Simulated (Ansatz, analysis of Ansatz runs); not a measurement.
# Migration in Al3GaN4 (Pm): V_N hop (3.1 Å), charge 0, part 3 of 5

Wanted: path and barrier of a jump of N in Al3GaN4 (Pm) at charge 0. The case: V_N hop (3.1 Å), in a cell of 96 host atoms with 1 N taken out.

Ansatz 0.2.0; plane-wave PAW DFT, PBEsol; nudged elastic band between two relaxed defect structures.

So far: The structure; Relaxation of the start point, charge 0; Relaxation of the end point, charge 0.

## Step 4: Nudged elastic band, charge 0

5 movable images are laid between the ends on a pair-potential path, which keeps atoms from colliding in the first guess. Each image feels the true force across the path and a spring force along it. The highest image is set to climb to the top of the path.

This step: plane-wave PAW DFT, PBEsol; nudged elastic band between two relaxed defect structures.

q0_M1.neb/input.yaml

```yaml
crystal:
  lattice:
    - [10.08692303, 0.0, 0.00025291]
    - [0.0, 9.39015873, 0.0]
    - [-0.00644803, 0.0, 10.83602103]
  atoms:
    - { symbol: Al, position: [0.24997725, 0.16607918, 0.08276152] }
    - { symbol: Al, position: [-5.233e-05, 0.16634677, 0.41707623] }
    - { symbol: Al, position: [0.00043252, 0.00010387, 0.16565025] }
    - { symbol: Ga, position: [0.24985315, -0.00084011, 0.33256469] }
    - { symbol: "N", position: [0.05571323, -3.924e-05, 0.33287311] }
    - { symbol: "N", position: [0.06100871, 0.16670112, 0.08310512] }
    - { symbol: "N", position: [0.3120305, 0.16602194, 0.4196058] }
    - { symbol: "N", position: [0.31154399, -0.00024328, 0.16251573] }
    - { symbol: Al, position: [0.2492576, 0.16537478, 0.58301809] }
    - { symbol: Al, position: [-7.758e-05, 0.16725026, 0.916998] }
    - { symbol: Al, position: [0.00170885, 5.033e-05, 0.66577691] }
    - { symbol: Ga, position: [0.2500118, -0.00018096, 0.83260674] }
    - { symbol: "N", position: [0.05605855, 0.00043061, 0.83314779] }
    - { symbol: "N", position: [0.06048869, 0.16720467, 0.58332853] }
    - { symbol: "N", position: [0.31276455, 0.16653702, 0.91933869] }
    - { symbol: "N", position: [0.31243897, -0.00083781, 0.66268294] }
    - { symbol: Al, position: [0.25000657, 0.49975776, 0.08333119] }
    - { symbol: Al, position: [-0.00054707, 0.50023066, 0.41844333] }
    - { symbol: Al, position: [0.00012091, 0.33342678, 0.16539922] }
    - { symbol: Ga, position: [0.24782252, 0.33172916, 0.33186532] }
    - { symbol: "N", position: [0.05378828, 0.33350356, 0.3331148] }
    - { symbol: "N", position: [0.06110188, 0.50025199, 0.08355382] }
    - { symbol: "N", position: [0.30881783, 0.49945636, 0.41758446] }
    - { symbol: "N", position: [0.31106995, 0.33263694, 0.16232955] }
    - { symbol: Al, position: [0.25161348, 0.49839704, 0.58237442] }
    - { symbol: Al, position: [0.00103146, 0.50054698, 0.91724668] }
    - { symbol: Al, position: [0.00039732, 0.3346279, 0.66539446] }
    - { symbol: Ga, position: [0.24900026, 0.33294629, 0.83300303] }
    - { symbol: "N", position: [0.05474892, 0.33380251, 0.83288744] }
    - { symbol: "N", position: [0.06227209, 0.50099178, 0.58379107] }
    - { symbol: "N", position: [0.31309092, 0.49920405, 0.91990763] }
    - { symbol: "N", position: [0.30907835, 0.33176315, 0.66338884] }
    - { symbol: Al, position: [0.25031527, 0.83287784, 0.08329856] }
    - { symbol: Al, position: [0.00091804, 0.83348178, 0.41742465] }
    - { symbol: Al, position: [-0.00028408, 0.66664321, 0.1659788] }
    - { symbol: Ga, position: [0.24832502, 0.66645629, 0.33188118] }
    - { symbol: "N", position: [0.05402147, 0.66654777, 0.33318069] }
    - { symbol: "N", position: [0.0613562, 0.83315484, 0.08384704] }
    - { symbol: "N", position: [0.31311837, 0.83228756, 0.41888236] }
    - { symbol: "N", position: [0.31174909, 0.66628916, 0.16264219] }
    - { symbol: Al, position: [0.25350027, 0.83186337, 0.58286638] }
    - { symbol: Al, position: [0.0015955, 0.83358353, 0.91748537] }
    - { symbol: Al, position: [0.0048344, 0.66840083, 0.66647192] }
    - { symbol: Ga, position: [0.25296478, 0.66591988, 0.83234568] }
    - { symbol: "N", position: [0.05883651, 0.66704467, 0.8335199] }
    - { symbol: "N", position: [0.0646487, 0.83396932, 0.58310253] }
    - { symbol: "N", position: [0.31322264, 0.83343, 0.91973279] }
    - { symbol: "N", position: [0.3183769, 0.6636505, 0.66160057] }
    - { symbol: Al, position: [0.74992069, 0.16703509, 0.08307147] }
    - { symbol: Al, position: [0.50024924, 0.16580809, 0.41702668] }
    - { symbol: Al, position: [0.50047492, 6.52e-06, 0.16534594] }
    - { symbol: Ga, position: [0.74932243, -1.774e-05, 0.3329722] }
    - { symbol: "N", position: [0.55527171, -0.00178001, 0.3326651] }
    - { symbol: "N", position: [0.56101472, 0.16612009, 0.08064623] }
    - { symbol: "N", position: [0.81249864, 0.16655539, 0.41979951] }
    - { symbol: "N", position: [0.81146818, 0.00056307, 0.16309569] }
    - { symbol: Al, position: [0.75071328, 0.16763071, 0.58325973] }
    - { symbol: Al, position: [0.5004723, 0.16778439, 0.91420794] }
    - { symbol: Al, position: [0.50113255, -0.00078043, 0.66612286] }
    - { symbol: Ga, position: [0.7505495, 0.00042517, 0.83310223] }
    - { symbol: "N", position: [0.55637362, -0.00025277, 0.83300421] }
    - { symbol: "N", position: [0.56271893, 0.16333579, 0.58265484] }
[... 2 lines left out ...]
    - { symbol: Al, position: [0.74995968, 0.49995545, 0.0835742] }
    - { symbol: Al, position: [0.49605915, 0.48874243, 0.41926483] }
    - { symbol: Al, position: [0.50013556, 0.33200664, 0.16322218] }
    - { symbol: Ga, position: [0.74972517, 0.33314412, 0.33320504] }
[... 4 lines left out ...]
    - { symbol: Al, position: [0.74965651, 0.50832142, 0.58886169] }
    - { symbol: Al, position: [0.50075467, 0.499908, 0.91597168] }
    - { symbol: Al, position: [0.49776742, 0.33331981, 0.65597407] }
    - { symbol: Ga, position: [0.74858571, 0.33497013, 0.8319312] }
[... 6 lines left out ...]
    - { symbol: Ga, position: [0.748484, 0.66591581, 0.33460448] }
[... 7 lines left out ...]
    - { symbol: Ga, position: [0.75115736, 0.66807362, 0.83410161] }
[... 4 lines left out ...]
basis:
  ecutwfc: 420
  xc_grid: 2
hamiltonian:
  xc: pbesol
kpoints:
  mp_grid: { grid: [1, 1, 1], shift: [0.25, 0.25, 0.25] }
magnetization:
  spin_polarized: true
  initial_magnetization: 1
  spin_locking: { lock_magnetization: hard }
scf:
  occupations: { method: fixed }
  max_iter: 150
output:
  forces: true
neb:
  images: 5
  f_tol: 0.04
  climbing: true
  initial_path: idpp
  max_iterations: 45
  order_check: false
  final_atoms:
[... 3 lines left out ...]
    - { symbol: Ga, position: [0.24899251, 1.831e-05, 0.33161316] }
[... 7 lines left out ...]
    - { symbol: Ga, position: [0.24960332, 0.00014522, 0.83455326] }
[... 7 lines left out ...]
    - { symbol: Ga, position: [0.24787909, 0.33803322, 0.34497522] }
[... 7 lines left out ...]
    - { symbol: Ga, position: [0.24946195, 0.33402491, 0.83305344] }
[... 7 lines left out ...]
    - { symbol: Ga, position: [0.26122382, 0.65912413, 0.34170012] }
[... 7 lines left out ...]
    - { symbol: Ga, position: [0.24959849, 0.66544093, 0.8322704] }
[... 7 lines left out ...]
    - { symbol: Ga, position: [0.75043721, -0.00011811, 0.33241906] }
[... 7 lines left out ...]
    - { symbol: Ga, position: [0.7496276, 0.00020133, 0.83295866] }
[... 7 lines left out ...]
    - { symbol: Ga, position: [0.74926204, 0.33431314, 0.33281722] }
[... 5 lines left out ...]
    - { symbol: Al, position: [0.50020178, 0.50051053, 0.91719481] }
    - { symbol: Al, position: [0.50023872, 0.33317188, 0.66522555] }
    - { symbol: Ga, position: [0.74956857, 0.33373296, 0.83270136] }
[... 3 lines left out ...]
    - { symbol: Al, position: [0.75107413, 0.83341198, 0.08320217] }
    - { symbol: Al, position: [0.50060871, 0.83631831, 0.41722919] }
    - { symbol: Al, position: [0.50105807, 0.66801434, 0.16457665] }
    - { symbol: Ga, position: [0.75274992, 0.6684623, 0.33191527] }
    - { symbol: "N", position: [0.55894558, 0.67125595, 0.3310649] }
    - { symbol: "N", position: [0.56190168, 0.83421472, 0.08265454] }
    - { symbol: "N", position: [0.81515912, 0.83391193, 0.41988954] }
    - { symbol: "N", position: [0.81431129, 0.66696179, 0.16251306] }
    - { symbol: Al, position: [0.75092189, 0.83365735, 0.58307363] }
    - { symbol: Al, position: [0.50036097, 0.83366964, 0.91685985] }
    - { symbol: Al, position: [0.49936231, 0.66755744, 0.6646109] }
    - { symbol: Ga, position: [0.74950801, 0.66684367, 0.83243674] }
    - { symbol: "N", position: [0.55503225, 0.66690703, 0.83191979] }
    - { symbol: "N", position: [0.56180881, 0.83402416, 0.58325785] }
    - { symbol: "N", position: [0.81276486, 0.83333565, 0.91943995] }
    - { symbol: "N", position: [0.81146136, 0.66636985, 0.66242353] }
```

Launch:

```bash
ansatz run input.yaml --threads 32 --pin off --max-ram 84787MiB --backend cuda --events-out ev --progress --plain --runs-dir out --max-vram 78GiB
```

Numbers of over 12 decimals in the logs are rounded to 6 here.

Log:

```text
[...]
Warning: neb: disabling space-group detection — the band's intermediate images generally break the endpoint symmetry, so the full k-mesh is solved, and no spatial operation symmetrises the density, except that a semilocal band can use its path's symmetry [...]
[...]
parallel-image band execution: 3 concurrent image workers
NEB image 0
[...]
Crystal: 95 atoms, lattice volume = 1026.364 Å³
Basis set: ecut = 420 eV, 20007 PW (Γ), exchange–correlation on 144×128×150 points (8 copies of the dense FFT grid, shifted against one another)
Bands: 345, of which v1, the nominal top of the filled ones, is band 250 counted from 1 (249 counted from 0)
Symmetry: 1 space group operations
k-points: 1
[...]
Starting moments: Σ|m| = 1 μB on 95 of 95 sites
[...]
SCF iter   1: F=—  HF=-81755.275935 eV  |F-HF|=—  |Δ(HF+E_count)|=         —  Δρ=6.08e-2 (↑6.01e-2 ↓6.08e-2)  dr2=1.67e2  dr2_m=5.34e-2  M=1.000 μB ∫|m|=1.008 μB  β_m=0.30  ethr=3.10e-3  ⟨swp⟩=5.0  Hψ=2084  notcnv=0  defer=184
[...]
SCF iter   2: F=—  HF=-81717.485963 eV  |F-HF|=—  |Δ(HF+E_count)|=    3.78e1  Δρ=3.20e-2 (↑3.15e-2 ↓3.20e-2)  dr2=4.38e1  dr2_m=3.40e-2  M=1.000 μB ∫|m|=1.017 μB  β_m=0.44  ethr=3.10e-3  ⟨swp⟩=2.5  Hψ=1214  notcnv=0  defer=184
[...]
SCF iter  11: F=-81703.834098 eV  HF=-81703.834098 eV  |F-HF|=6.94e-9  |Δ(HF+E_count)|=   7.33e-8  Δρ=7.00e-7 (↑6.99e-7 ↓7.00e-7)  dr2=1.36e-8  dr2_m=6.32e-11  M=1.000 μB ∫|m|=1.075 μB  ethr=2.00e-11  ⟨swp⟩=2.0  Hψ=1704  notcnv=0
SCF 1 converged in 11 iterations: F = -81703.834098 eV  dr2 = 1.36e-8
[...]
NSCF: frozen V_eff on 1 k-points
NEB image 6
[...]
SCF 2 converged in 11 iterations: F = -81705.007344 eV  dr2 = 1.76e-8
[...]
SCF 5 converged in 12 iterations: F = -81699.255622 eV  dr2 = 2.28e-8
[...]
SCF 8 converged in 10 iterations: F = -81702.964045 eV  dr2 = 9.37e-9
[...]
SCF 11 converged in 10 iterations: F = -81702.140694 eV  dr2 = 1.51e-8
[...]
SCF 14 converged in 10 iterations: F = -81701.560368 eV  dr2 = 3.57e-9
[...]
SCF 17 converged in 10 iterations: F = -81703.746226 eV  dr2 = 1.72e-8
[...]
SCF 20 converged in 10 iterations: F = -81701.422760 eV  dr2 = 2.59e-9
[...]
SCF 23 converged in 10 iterations: F = -81703.072769 eV  dr2 = 6.97e-9
[...]
SCF 26 converged in 9 iterations: F = -81702.703027 eV  dr2 = 1.92e-9
[...]
SCF 29 converged in 9 iterations: F = -81702.158405 eV  dr2 = 3.01e-9
[...]
SCF 32 converged in 9 iterations: F = -81703.798478 eV  dr2 = 1.40e-9
[...]
SCF 35 converged in 10 iterations: F = -81701.491816 eV  dr2 = 1.95e-9
[...]
SCF 38 converged in 9 iterations: F = -81703.661748 eV  dr2 = 2.02e-9
[...]
SCF 41 converged in 8 iterations: F = -81702.749466 eV  dr2 = 3.05e-8
[...]
SCF 44 converged in 8 iterations: F = -81702.136726 eV  dr2 = 1.32e-8
[...]
SCF 47 converged in 8 iterations: F = -81703.785322 eV  dr2 = 8.30e-9
[...]
SCF 50 converged in 8 iterations: F = -81701.324057 eV  dr2 = 1.27e-8
[...]
SCF 53 converged in 5 iterations: F = -81703.689758 eV  dr2 = 1.53e-8
[...]
SCF 56 converged in 5 iterations: F = -81702.746175 eV  dr2 = 5.52e-8
[...]
SCF 59 converged in 7 iterations: F = -81702.117699 eV  dr2 = 5.81e-9
[...]
SCF 62 converged in 5 iterations: F = -81703.790099 eV  dr2 = 5.40e-8
[...]
SCF 65 converged in 11 iterations: F = -81701.326210 eV  dr2 = 3.09e-9
[...]
- { symbol: N, position: [0.311407, 0.830434, 0.421628] }
    - { symbol: N, position: [0.314209, 0.665231, 0.167843] }
    - { symbol: Al, position: [0.246870, 0.836039, 0.585949] }
    - { symbol: Al, position: [-0.001732, 0.833383, 0.918686] }
    - { symbol: Al, position: [0.003415, 0.667704, 0.667245] }
    - { symbol: Ga, position: [0.244450, 0.670456, 0.844945] }
    - { symbol: N, position: [0.051506, 0.666390, 0.836578] }
    - { symbol: N, position: [0.059196, 0.835032, 0.583980] }
    - { symbol: N, position: [0.312703, 0.836432, 0.926400] }
    - { symbol: N, position: [0.297223, 0.678121, 0.679324] }
    - { symbol: Al, position: [0.750501, 0.165112, 0.081631] }
    - { symbol: Al, position: [0.500057, 0.168404, 0.414555] }
    - { symbol: Al, position: [0.501471, -0.001079, 0.163878] }
    - { symbol: Ga, position: [0.749077, -0.001175, 0.332351] }
    - { symbol: N, position: [0.554696, -0.000524, 0.332009] }
    - { symbol: N, position: [0.561948, 0.165661, 0.080718] }
    - { symbol: N, position: [0.813907, 0.164489, 0.419592] }
    - { symbol: N, position: [0.811838, -0.001012, 0.162323] }
    - { symbol: Al, position: [0.749970, 0.166344, 0.582374] }
    - { symbol: Al, position: [0.499805, 0.165595, 0.914880] }
    - { symbol: Al, position: [0.499617, -0.001194, 0.663158] }
    - { symbol: Ga, position: [0.748160, -0.000946, 0.831358] }
    - { symbol: N, position: [0.554410, -0.000803, 0.830128] }
    - { symbol: N, position: [0.560606, 0.168085, 0.580818] }
    - { symbol: N, position: [0.811949, 0.165367, 0.918309] }
    - { symbol: N, position: [0.809474, -0.001004, 0.661536] }
    - { symbol: Al, position: [0.751078, 0.499633, 0.081292] }
    - { symbol: Al, position: [0.538880, 0.501173, 0.412225] }
    - { symbol: Al, position: [0.502251, 0.332844, 0.162302] }
    - { symbol: Ga, position: [0.757210, 0.328773, 0.328968] }
    - { symbol: N, position: [0.562761, 0.330820, 0.327865] }
    - { symbol: N, position: [0.562457, 0.499569, 0.079762] }
    - { symbol: N, position: [0.811816, 0.499218, 0.418106] }
    - { symbol: N, position: [0.813682, 0.332316, 0.159215] }
    - { symbol: Al, position: [0.754751, 0.497680, 0.584874] }
    - { symbol: Al, position: [0.499570, 0.500259, 0.913469] }
    - { symbol: Al, position: [0.496757, 0.333754, 0.661588] }
    - { symbol: Ga, position: [0.749053, 0.332279, 0.831786] }
    - { symbol: N, position: [0.554853, 0.333157, 0.828808] }
    - { symbol: N, position: [0.810769, 0.499483, 0.917702] }
    - { symbol: N, position: [0.814502, 0.330998, 0.662879] }
    - { symbol: Al, position: [0.750673, 0.832511, 0.081510] }
    - { symbol: Al, position: [0.499544, 0.829531, 0.414534] }
    - { symbol: Al, position: [0.502911, 0.666207, 0.162389] }
    - { symbol: Ga, position: [0.759151, 0.670549, 0.328277] }
    - { symbol: N, position: [0.567023, 0.670093, 0.325567] }
    - { symbol: N, position: [0.562062, 0.832495, 0.079573] }
    - { symbol: N, position: [0.815349, 0.834302, 0.419547] }
    - { symbol: N, position: [0.816267, 0.665955, 0.158979] }
    - { symbol: Al, position: [0.749339, 0.830995, 0.582113] }
    - { symbol: Al, position: [0.499556, 0.831222, 0.913039] }
    - { symbol: Al, position: [0.482814, 0.663725, 0.651741] }
    - { symbol: Ga, position: [0.746290, 0.665474, 0.829539] }
    - { symbol: N, position: [0.551625, 0.663868, 0.822910] }
    - { symbol: N, position: [0.559903, 0.830678, 0.580166] }
    - { symbol: N, position: [0.810318, 0.832301, 0.917711] }
    - { symbol: N, position: [0.813871, 0.665613, 0.661609] }
```

It took 47 s on 1 × NVIDIA GB200 with 32 threads of Arm Neoverse V2, shared host; peak memory 2.7 GiB.

The column dr2 measures how far the density is from self-consistency, as an energy; F and HF (Harris–Foulkes) agree once it is small.

Images along the path:

```csv
image,path (Å),energy (eV),"N23: x, y, z (Å)"
0,0.000,0.0000,"3.112, 4.690, 4.525"
1,0.642,0.1438,"3.297, 4.722, 4.659"
2,1.284,1.7164,"3.617, 4.919, 5.023"
3,1.925,2.5079,"4.022, 5.022, 5.467"
4,2.685,1.0979,"4.482, 4.788, 5.972"
5,3.444,0.0440,"5.113, 4.729, 6.190"
6,4.204,-1.1732,"5.631, 4.701, 6.302"
```

This step gave:

```
free energy                           : -81701.3262 eV
total moment                          : 1 μB
integral of the absolute spin density : 1.111 μB
spin contamination                    : 0.003722
barrier forward                       : 2.508 eV
barrier backward                      : 3.681 eV
end less start                        : -1.173 eV
hop length                            : 3.082 Å
```

Track of the atom that was set to move:

```csv
image,x (Å),y (Å),z (Å),nearest neighbour,distance (Å)
0,3.112,4.69,4.525,Al,1.877
1,3.297,4.722,4.659,Al,1.885
2,3.617,4.919,5.023,Al,1.819
3,4.022,5.022,5.467,Al,1.758
4,4.482,4.788,5.972,Al,1.778
5,5.113,4.729,6.19,Al,1.803
6,5.631,4.701,6.302,Al,1.891
```

The band met its tolerance of 0.04 eV/Å after 12 iterations, with image 3 on top (the start counts as 0). N23, which moves farthest between the ends, has 2 Al at 1.88 Å and 2 Ga at 1.92 Å nearest at the start and 2 Al at 1.76 to 1.82 Å at the top.

(Part 3 of 5 ends here.)

[Logs are printed without paths, hosts, clocks, repeated set-up lines and the standing remarks that a program may print on its own settings, such as how far it seeks lower states.]

[Hosts, paths, dates, database ids (printed as entryN), source tags and the programs' standing remarks are cut or masked in the printed files.]
